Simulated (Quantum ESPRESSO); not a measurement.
The As K edge of atom 1 in As (Pm-3m), with 6 As at 2.70 Å (octahedral, site symmetry m-3m), was computed in 2 ways: excited-electron core hole (neutral cell) and no core hole. Program and functional: Quantum ESPRESSO XSpectra, LDA, Lorentzian half width 1.07 eV up to 4 eV, rising linearly to 1.75 eV at 25 eV (not a setting of the program: the run's 0.4 eV curve was folded afterwards with a further Lorentzian); cells of 1 and 8 atoms (the run without a hole in the smaller).

Each run is counted from its own lowest empty level or Fermi level and scaled to a mean of 1 over its first 20 eV.

```tsv
E (eV)	run 1	run 2
-2.0	0.22	0.24
-1.0	0.37	0.40
0.0	0.74	0.77
1.0	1.08	1.16
2.0	1.23	1.64
3.0	1.44	1.89
4.0	1.63	1.95
5.0	1.71	1.49
6.0	1.61	1.08
7.0	1.33	0.78
8.0	0.98	0.64
9.0	0.72	0.59
10.0	0.63	0.63
11.0	0.64	0.75
12.0	0.73	0.82
13.0	0.79	0.80
14.0	0.75	0.78
15.0	0.74	0.83
16.0	0.77	0.83
17.0	0.78	0.84
18.0	0.81	0.84
19.0	0.82	0.83
20.0	0.83	0.85
21.0	0.82	0.88
22.0	0.81	0.86
23.0	0.79	0.83
24.0	0.76	0.81
25.0	0.76	0.80
26.0	0.77	0.81
27.0	0.77	0.81
28.0	0.75	0.82
29.0	0.73	0.83
30.0	0.74	0.83
31.0	0.80	0.84
32.0	0.83	0.88
```

This is not the structure that As takes at ambient pressure and room temperature (space group No. 166); it is a model or a phase of other conditions.

Q: Which run is which?

Run 1: no core hole (area from −2 to 6 eV 9.1, main maxima 4.9 eV (1.71), 12.9 eV (0.79) and 20.1 eV (0.83)). Run 2: excited-electron core hole (neutral cell) (area from −2 to 6 eV 10.0, main maxima 3.8 eV (1.99), 12.1 eV (0.82) and 21.0 eV (0.88)). With each curve scaled to its own mean, the area from −2 to 6 eV with the hole is 10.0 against 9.1, and the centre of weight from −1 to 20 eV moves by -0.1 eV (first and strongest maxima below 20 eV: 4.9 eV (1.71) and 12.9 eV (0.79) without the hole, 3.8 eV (1.99) and 12.1 eV (0.82) with it); the shape changes all the same, by 21 % r.m.s.

[Banner, clock and machine lines of the logs are left out without a mark of their own.]

[Logs are printed without paths, hosts, clocks, repeated set-up lines and the standing remarks that a program may print on its own settings, such as how far it seeks lower states.]

[Hosts, paths, dates, database ids (printed as entryN), source tags and the programs' standing remarks are cut or masked in the printed files.]

[Lists of maxima count a maximum above −3 eV only where it reaches 4 % of the highest in the window and stands out from its surroundings by 2 % of it (1.5 % where it reaches 55 %); shoulders and weaker maxima are passed over, and of the rest the first, up to two pre-edge ones and the few strongest are named.]
